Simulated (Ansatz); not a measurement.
# InSe (P-6m2): band gap by G0W0 on LDA

How far does one-shot GW move the LDA gap of InSe (P-6m2)?

Calculated with Ansatz 0.2.0; LDA, then G0W0 on it, plane waves, PAW.

## Step 1: The structure

It takes space group P-6m2 (No. 187, hexagonal). The conventional cell has a = 4.047 Å, b = 4.047 Å, c = 18.052 Å, α = 90.00°, β = 90.00°, γ = 120.00°. Nearest to In lie 3 Se at 2.65 Å and 1 In at 2.79 Å. Nearest to Se lie 3 In at 2.65 Å. Nearest to Se lie 3 In at 2.65 Å. Farther neighbours and most contacts between anions are not listed.

The cell and positions are those that the Materials Project relaxed with its own functionals (PBE, PBE+U or r2SCAN), kept fixed. At the settings of the band run the largest force is still 0.16 eV/Å.

The logs state that the PAW files were generated under PBE.

## Step 2: The LDA band structure

Levels along a band path and on the mesh show where this functional puts the band edges.

This step: DFT, LDA, plane waves, PAW; PAW set soft_1.

The input, input.yaml:

```yaml
crystal:
  lattice:
    - [4.0473293151, 0.0, 0.0]
    - [-2.0236646576, 3.5050900044, 0.0]
    - [0.0, 0.0, 18.05206491]
  atoms:
    - { symbol: In, position: [0.0, 0.0, 0.57739368] }
    - { symbol: In, position: [0.0, 0.0, 0.42260632] }
    - { symbol: In, position: [0.33333333, 0.66666667, 0.92260951] }
    - { symbol: In, position: [0.33333333, 0.66666667, 0.07739049] }
    - { symbol: Se, position: [0.66666667, 0.33333333, 0.85300007] }
    - { symbol: Se, position: [0.66666667, 0.33333333, 0.14699993] }
    - { symbol: Se, position: [0.33333333, 0.66666667, 0.64701572] }
    - { symbol: Se, position: [0.33333333, 0.66666667, 0.35298428] }
kpoints:
  mp_grid: { grid: [6, 6, 2] }
  band_path:
    path:
      - [[0.0, 0.0, 0.0], [0.5, 0.0, 0.0], [0.33333333, 0.33333333, 0.0], [0.0, 0.0, 0.0], [0.0, 0.0, 0.5], [0.5, 0.0, 0.5], [0.33333333, 0.33333333, 0.5], [0.0, 0.0, 0.5]]
      - [[0.5, 0.0, 0.5], [0.5, 0.0, 0.0]]
      - [[0.33333333, 0.33333333, 0.5], [0.33333333, 0.33333333, 0.0]]
    npoints: 10
hamiltonian:
  xc: lda
  pseudopotentials: { kind: paw, azcp: { folder: soft_1 }, xc_functional: pbe }
scf:
  occupations: { method: fermi_dirac, width: 0.02 }
  n_extra_bands: 6
output:
  eigenvalues: true
  forces: true
  stress: true
  write_density: true
  write_potential: true
  elf: true
  volumetric_format: npy
```

On the command line:

```bash
$ ansatz run input.yaml --threads 3 --pin off --max-ram 92160MiB --backend cuda --events-out ev --progress --plain --runs-dir out --devices 1 --max-vram 13GiB
```

Numbers of over 12 decimals in the logs are rounded to 6 here.

The log of the run:

```text
scf.n_extra_bands = 6 over 58 filled bands (N_el = 116.0): the run solves 64 bands
GPUs: using 1 of 1 available (devices: 1).
Engine: ansatz 0.2.0, x86_64-unknown-linux-gnu
Pseudopotentials: kind: paw
Pseudopotential: In, paw, valence charge 13, recommended cutoff 420 eV (normal), soft_1/In.paw.azcp
Pseudopotential: Se, paw, valence charge 16, recommended cutoff 420 eV (normal), soft_1/Se.paw.azcp
Functional definition: SPW92
  exchange = slater_x
  correlation = pw_c
device memory: the entry about to start is reckoned to put 5.7 GiB on a device that reports 41.4 GiB free (of which the cap on the GPU budget leaves the run 13.0 GiB)
GPU FFT provider: cuFFT
GPU libraries: cuBLAS 13.8.2, cuFFT 12.4.0, cuSOLVER 12.3.4
Crystal: 8 atoms, lattice volume = 256.091 Å³
Basis set: ecut = 420 eV, 4981 PW (Γ)
Bands: 64, of which v1, the nominal top of the filled ones, is band 58 counted from 1 (57 counted from 0)
Symmetry: 12 space group operations
Space group: P-6m2 (ITA 187), of the structure as read, at distance tolerance 6.4e-5 Å
k-points: 14 of 72 (time reversal used)
Non-local potential: In, projectors of the file, l = 0: 2, l = 1: 2, l = 2: 2, l = 3: 1
Non-local potential: Se, projectors of the file, l = 0: 2, l = 1: 2, l = 2: 3, l = 3: 1
PAW form: soft (Blöchl's): semilocal exchange-correlation on the pseudo side does not see the compensation charge
PAW frozen core: In, regenerated for the run's functional, and the local potential with it (the file was generated under x = pbe(κ = 0.804, μ = 0.219515), c = pbe(β = 0.066725))
PAW frozen core: Se, regenerated for the run's functional, and the local potential with it (the file was generated under x = pbe(κ = 0.804, μ = 0.219515), c = pbe(β = 0.066725))
PAW one-centre angular grid: In, 590 points (default); XC on 64 Gauss nodes
PAW one-centre angular grid: Se, 590 points (default); XC on 64 Gauss nodes
Initial density: superposition of atomic densities (chi_scale 0.1, normalization cell, long waves kept (reshape's long-wave potential 0.79 eV rms))
Initial wavefunctions: pseudopotential atomic-orbital guess
GPU buffer pool allocated for 112500 grid points (all kernels)
GPU transforms: local potential and band sums: pruned to the plane-wave sphere, on 27×27×125
Functional: x = slater, c = lda
SCF iter   1: F=—  HF=-43370.925562 eV  |F-HF|=—  |Δ(HF+E_count)|=         —  Δρ=4.57e-2  dr2=3.00e1  ethr=3.10e-3  ⟨swp⟩=6.3  Hψ=3691  notcnv=0
preconditioner: auto → Resta (q_TF=auto, 2.391 Å⁻¹)  ε∞=3.3  [insulator: Δε(μ)=0.476 eV  Ē_g=13.199 eV  σ=0.020 eV  W_gap=1.00  n_scr=66 (ndim 8)  ℏωp=20.2 eV  f_vac=0.113  D(μ)=0.00/eV (n_scr^D=0)  ε∞_Penn≈3.3]
SCF iter   2: F=—  HF=-43365.882166 eV  |F-HF|=—  |Δ(HF+E_count)|=    5.04e0  Δρ=1.78e-2  dr2=7.88e-1  ethr=3.10e-3  ⟨swp⟩=4.9  Hψ=1934  notcnv=0  defer=27
SCF iter   3: F=—  HF=-43365.585897 eV  |F-HF|=—  |Δ(HF+E_count)|=   2.96e-1  Δρ=9.84e-3  dr2=2.18e-1  ethr=6.80e-4  ⟨swp⟩=2.6  Hψ=1965  notcnv=0  defer=27
SCF iter   4: F=—  HF=-43365.504939 eV  |F-HF|=—  |Δ(HF+E_count)|=   8.10e-2  Δρ=1.70e-3  dr2=1.61e-2  ethr=1.88e-4  ⟨swp⟩=3.0  Hψ=1738  notcnv=0  defer=27
SCF iter   5: F=—  HF=-43365.496815 eV  |F-HF|=—  |Δ(HF+E_count)|=   8.12e-3  Δρ=7.24e-4  dr2=1.86e-3  ethr=1.39e-5  ⟨swp⟩=2.4  Hψ=1745  notcnv=0  defer=27
SCF iter   6: F=—  HF=-43365.497391 eV  |F-HF|=—  |Δ(HF+E_count)|=   5.76e-4  Δρ=1.61e-4  dr2=2.19e-4  ethr=1.61e-6  ⟨swp⟩=2.0  Hψ=1034  notcnv=0  defer=27
SCF iter   7: F=—  HF=-43365.496821 eV  |F-HF|=—  |Δ(HF+E_count)|=   5.69e-4  Δρ=4.94e-5  dr2=1.69e-5  ethr=1.89e-7  ⟨swp⟩=2.8  Hψ=1323  notcnv=0  defer=27
SCF iter   8: F=—  HF=-43365.497214 eV  |F-HF|=—  |Δ(HF+E_count)|=   3.93e-4  Δρ=1.72e-5  dr2=1.82e-6  ethr=1.46e-8  ⟨swp⟩=2.0  Hψ=1406  notcnv=0  defer=27
SCF iter   9: F=—  HF=-43365.497214 eV  |F-HF|=—  |Δ(HF+E_count)|=   4.23e-9  Δρ=4.63e-6  dr2=2.30e-7  ethr=1.57e-9  ⟨swp⟩=2.0  Hψ=1357  notcnv=0  defer=27
SCF iter  10: F=-43365.497214 eV  HF=-43365.497214 eV  |F-HF|=3.56e-8  |Δ(HF+E_count)|=   1.52e-8  Δρ=2.24e-6  dr2=4.04e-8  ethr=8.62e-11  ⟨swp⟩=18.6  Hψ=10842  notcnv=0
SCF 1 converged in 10 iterations: F = -43365.497214 eV  dr2 = 4.04e-8
  greatest PAW one-centre occupation: 1.000 electrons in one spin orbital (limit 2), on the Se atom at site 7 (counted from 0), in its partial waves of l = 2
device memory: the entry about to start is reckoned to put 4.6 GiB on a device that reports 40.0 GiB free (of which the cap on the GPU budget leaves the run 13.0 GiB)
NSCF: frozen V_eff on 93 k-points
SCF converged after 10 iterations
Free energy (F): -43365.497214 eV
Harris-Foulkes:  -43365.497214 eV  (|F-HF|=3.56e-8)
Internal energy: -43365.497214 eV  (E = F + TS)
E sigma→0 (E₀):  -43365.497214 eV
Entropy (-TS):   -0.000000 eV (-0.000 meV/atom)
Fermi energy:    5.741019 eV
--- Per-component energies (eV) ---
  E_band       = -2005.748902
  E_kinetic    = 1319.043662
  E_local      = -17664.266801  (includes V_loc(G=0)·N_el)
  E_nonlocal   = -79.950431
  E_hartree    = 8516.493639
  E_xc         = -904.123885
  E_vxc        = -720.561198  (∫ρ·V_xc dr)
  E_paw        = -24461.022534  (= ΣΔE_a)
  E_vpaw       = -1893.001073  (= ΣTr[D̂ρ^β])
  E_aug_tail   = -0.001154  (compensation charges beyond the density's cutoff)
  E_ewald      = -10101.677288
  E_core_change = 10.007578  (= ΣΔE_core)
  E_smearing   = -0.000000  (= −TS)
  E_closure    = 0.000000  (closes the sum)
  Σ components = -43365.497214   (vs F -43365.497214, Δ=0.00e0)
--- Forces (eV/Å), atoms counted from 1 ---
  atom   1  In    -0.00000000     0.00000000    -0.01172366
  atom   2  In    -0.00000000     0.00000000     0.01172366
  atom   3  In    -0.00000000     0.00000000     0.01172094
  atom   4  In    -0.00000000     0.00000000    -0.01172094
  atom   5  Se     0.00000000    -0.00000000     0.15563160
  atom   6  Se     0.00000000    -0.00000000    -0.15563160
  atom   7  Se     0.00000000    -0.00000000    -0.15524064
  atom   8  Se     0.00000000    -0.00000000     0.15524064
  max |Σ_I F_I| component: 5.70e-17 eV/Å
--- Stress (GPa, compression-positive) ---
       -2.320139       0.000000       0.000000
       -0.000000      -2.320139       0.000000
        0.000000       0.000000      -2.140996
  P = ⅓ Tr σ = -2.2604 GPa (-22.604 kbar)
--- Band table (eV; the first three rows and the last of 14) ---
  k-point 0: bands = [... 54 lower, 4.5056, 4.5555, 4.5555, 5.4910, 5.9908, 6.8453, 7.5478, 7.5955, ... 2 higher]
  k-point 1: bands = [... 54 lower, 4.5380, 4.5380, 4.8784, 4.8901, 6.5195, 6.5349, 7.5756, 7.5818, ... 2 higher]
  k-point 2: bands = [... 54 lower, 4.2199, 4.2917, 4.7796, 5.3647, 7.1797, 7.5679, 8.2338, 8.3645, ... 2 higher]
  k-point 13: bands = [... 54 lower, 3.6230, 3.7279, 3.9136, 4.0154, 7.5157, 7.5867, 7.9955, 8.0794, ... 2 higher]
```

Run time: 13 s. Hardware: 1 × NVIDIA H100 80GB HBM3 (shared by 6 runs) with 3 threads of AMD EPYC 7R13 (Zen 3), shared host; peak memory 1.1 GiB; 28 s of CPU time.

The column dr2 measures how far the density is from self-consistency, as an energy; F and HF (Harris–Foulkes) agree once it is small.

Numbers from this step:

* pressure: -2.260 GPa
* filled bands: 58
* gap: 0.4998 eV
* valence top at: Γ
* conduction bottom at: Γ
* least direct gap: 0.4998 eV

Over mesh and path the gap is 0.500 eV, direct, at k = Γ.

Electronic bands along the path, in eV, zero at the top of the highest nominally filled band:

| point | band 55 | band 56 | band 57 | band 58 | band 59 | band 60 | band 61 | band 62 |
| --- | --- | --- | --- | --- | --- | --- | --- | --- |
| Γ | -0.99 | -0.94 | -0.94 | 0.00 | 0.50 | 1.35 | 2.06 | 2.10 |
| halfway | -1.52 | -1.44 | -0.70 | -0.38 | 2.01 | 2.16 | 2.19 | 2.47 |
| M | -1.94 | -1.86 | -1.48 | -1.35 | 1.56 | 1.62 | 1.79 | 1.86 |
| halfway | -1.96 | -1.73 | -1.44 | -1.40 | 2.15 | 2.16 | 2.17 | 2.31 |
| K | -1.77 | -1.75 | -1.58 | -1.54 | 2.07 | 2.08 | 2.50 | 2.55 |
| halfway | -1.91 | -1.81 | -0.69 | -0.49 | 2.39 | 2.46 | 2.68 | 2.87 |
| Γ | -0.99 | -0.94 | -0.94 | 0.00 | 0.50 | 1.35 | 2.06 | 2.10 |
| halfway | -0.94 | -0.94 | -0.90 | -0.24 | 0.72 | 1.27 | 2.07 | 2.10 |
| A | -0.95 | -0.95 | -0.61 | -0.60 | 1.03 | 1.04 | 2.08 | 2.09 |
| halfway | -1.47 | -1.47 | -0.51 | -0.51 | 2.03 | 2.04 | 2.37 | 2.38 |
| L | -1.90 | -1.89 | -1.41 | -1.37 | 1.48 | 1.57 | 1.82 | 1.97 |
| halfway | -1.88 | -1.84 | -1.41 | -1.38 | 2.02 | 2.13 | 2.25 | 2.39 |
| H | -1.87 | -1.76 | -1.58 | -1.48 | 2.02 | 2.10 | 2.50 | 2.59 |
| halfway | -1.94 | -1.93 | -0.57 | -0.57 | 2.40 | 2.42 | 2.78 | 2.81 |
| A | -0.95 | -0.95 | -0.61 | -0.60 | 1.03 | 1.04 | 2.08 | 2.09 |
| jump to L | -1.90 | -1.89 | -1.41 | -1.37 | 1.48 | 1.57 | 1.82 | 1.97 |
| halfway | -1.93 | -1.87 | -1.45 | -1.35 | 1.49 | 1.66 | 1.74 | 1.94 |
| M | -1.94 | -1.86 | -1.48 | -1.35 | 1.56 | 1.62 | 1.79 | 1.86 |
| jump to H | -1.87 | -1.76 | -1.58 | -1.48 | 2.02 | 2.10 | 2.50 | 2.59 |
| halfway | -1.82 | -1.76 | -1.58 | -1.51 | 2.05 | 2.08 | 2.53 | 2.55 |
| K | -1.77 | -1.75 | -1.58 | -1.54 | 2.07 | 2.08 | 2.50 | 2.55 |

Valence density in the ac plane at fractional y = 0.667, with atoms of In and Se within 0.2 Å of it. It is the smooth field of the valence electrons, not physical close to the nuclei.

Values in e/Å³, 24 rows by 14 columns, each cell a mean:
```
 0  0  0  1  1  1  1  0  0  0  0  0  0  0
 0  0  2  5  8  8  5  2  0  0  0  0  0  0
 0  0  1  2  4  4  2  1  0  0  0  0  0  0
 0  0  0  0  0  0  0  0  0  0  0  0  0  0
 0  0  0  0  0  0  0  0  0  0  0  0  0  0
 0  0  0  0  0  0  0  0  0  0  0  0  0  0
 0  0  0  0  0  0  0  0  0  0  0  0  0  0
 0  0  1  2  5  5  2  1  0  0  0  0  0  0
 0  0  1  6 30 30  6  1  0  0  0  0  0  0
 0  0  0  1  1  1  1  0  0  0  0  0  0  0
 0  0  0  0  0  0  0  0  0  0  0  0  0  0
 0  0  0  0  0  0  0  0  0  0  0  0  0  0
 0  0  0  0  0  0  0  0  0  0  0  0  0  0
 0  0  0  0  0  0  0  0  0  0  0  0  0  0
 0  0  1  1  4  4  1  1  0  0  0  0  0  0
 0  0  1  6 31 31  6  1  0  0  0  0  0  0
 0  0  0  1  2  2  1  0  0  0  0  0  0  0
 0  0  0  0  0  0  0  0  0  0  0  0  0  0
 0  0  0  0  0  0  0  0  0  0  0  0  0  0
 0  0  0  0  0  0  0  0  0  0  0  0  0  0
 0  0  0  0  0  0  0  0  0  0  0  0  0  0
 0  0  1  4  6  6  4  1  0  0  0  0  0  0
 0  0  1  4  6  6  4  1  0  0  0  0  0  0
 0  0  0  0  1  1  0  0  0  0  0  0  0  0
```
Columns run along a (4.0 Å), rows up along c (18.1 Å). Atoms in or near the plane, at fractional coordinates: In at (0.33, 0.92), In at (0.33, 0.08), Se at (0.33, 0.65), Se at (0.33, 0.35).

ELF in the ac plane at fractional y = 0.667, with atoms of In and Se within 0.2 Å of it. It is the smooth field of the valence electrons, not physical close to the nuclei.

Values, 24 rows by 14 columns, each cell a mean:
```
0.29 0.35 0.35 0.31 0.27 0.27 0.31 0.35 0.35 0.29 0.13 0.06 0.06 0.13
0.23 0.25 0.22 0.09 0.02 0.02 0.09 0.22 0.25 0.23 0.23 0.22 0.22 0.23
0.37 0.25 0.22 0.18 0.13 0.13 0.18 0.22 0.25 0.37 0.52 0.56 0.56 0.52
0.54 0.37 0.21 0.17 0.17 0.17 0.17 0.21 0.37 0.54 0.65 0.68 0.68 0.65
0.38 0.22 0.09 0.05 0.04 0.04 0.05 0.09 0.22 0.38 0.55 0.61 0.61 0.55
0.05 0.03 0.03 0.06 0.08 0.08 0.06 0.03 0.03 0.05 0.11 0.16 0.16 0.11
0.18 0.36 0.57 0.68 0.75 0.75 0.68 0.57 0.36 0.18 0.04 0.01 0.01 0.04
0.56 0.74 0.81 0.79 0.71 0.71 0.79 0.81 0.74 0.56 0.20 0.06 0.06 0.20
0.61 0.75 0.74 0.52 0.20 0.20 0.52 0.74 0.75 0.61 0.30 0.16 0.15 0.30
0.38 0.57 0.69 0.70 0.66 0.66 0.70 0.69 0.57 0.39 0.23 0.20 0.20 0.23
0.23 0.24 0.28 0.32 0.34 0.34 0.32 0.28 0.24 0.23 0.25 0.26 0.26 0.25
0.25 0.14 0.07 0.04 0.03 0.03 0.04 0.07 0.14 0.25 0.36 0.40 0.40 0.36
0.24 0.16 0.09 0.07 0.07 0.07 0.07 0.09 0.15 0.24 0.33 0.36 0.36 0.33
0.24 0.30 0.40 0.45 0.48 0.48 0.45 0.40 0.30 0.24 0.23 0.24 0.24 0.23
0.46 0.65 0.73 0.69 0.58 0.58 0.69 0.73 0.65 0.47 0.25 0.19 0.19 0.25
0.62 0.75 0.75 0.53 0.23 0.23 0.53 0.75 0.75 0.62 0.29 0.13 0.13 0.29
0.49 0.70 0.81 0.83 0.82 0.82 0.83 0.81 0.70 0.49 0.16 0.04 0.04 0.16
0.09 0.21 0.39 0.50 0.58 0.58 0.50 0.39 0.21 0.09 0.02 0.01 0.01 0.02
0.11 0.05 0.02 0.02 0.02 0.02 0.02 0.02 0.05 0.11 0.22 0.28 0.28 0.22
0.46 0.28 0.13 0.08 0.06 0.06 0.08 0.12 0.28 0.46 0.61 0.66 0.66 0.61
0.52 0.35 0.22 0.20 0.20 0.20 0.20 0.22 0.35 0.52 0.64 0.66 0.67 0.64
0.31 0.23 0.21 0.13 0.07 0.07 0.13 0.21 0.23 0.31 0.44 0.48 0.48 0.44
0.24 0.26 0.24 0.13 0.06 0.06 0.13 0.24 0.26 0.24 0.19 0.16 0.16 0.19
0.31 0.41 0.42 0.40 0.38 0.38 0.40 0.42 0.41 0.31 0.12 0.05 0.05 0.12
```
Columns run along a (4.0 Å), rows up along c (18.1 Å). Atoms in or near the plane, at fractional coordinates: In at (0.33, 0.92), In at (0.33, 0.08), Se at (0.33, 0.65), Se at (0.33, 0.35).

(Continued in part 2 of 2.)

[Paths, hosts, dates, memory and timing lines, banners, echoed tables and standing remarks are left out of the program output.]

[Logs are printed without paths, hosts, clocks, repeated set-up lines and the standing remarks that a program may print on its own settings, such as how far it seeks lower states.]

[Runs of the session that timed out or met a known fault of the program may be left out.]

[Cells called generated may have been cut or substituted from an entry of the Crystallography Open Database or the Materials Project.]

[Hosts, paths, dates, database ids (printed as entryN), source tags and the programs' standing remarks are cut or masked in the printed files.]

[Where an RPA ε∞ is given, it is that of the G0W0 mesh and is not shown converged in it. Names of k-points follow the symmetry that the program found, which can be lower than the space group named. Band edges on a path are those of the sampled points; other points can move an edge, and change direct to indirect where valleys lie close.]

[Hybrid gaps are those of their k-mesh and are not shown converged in it.]
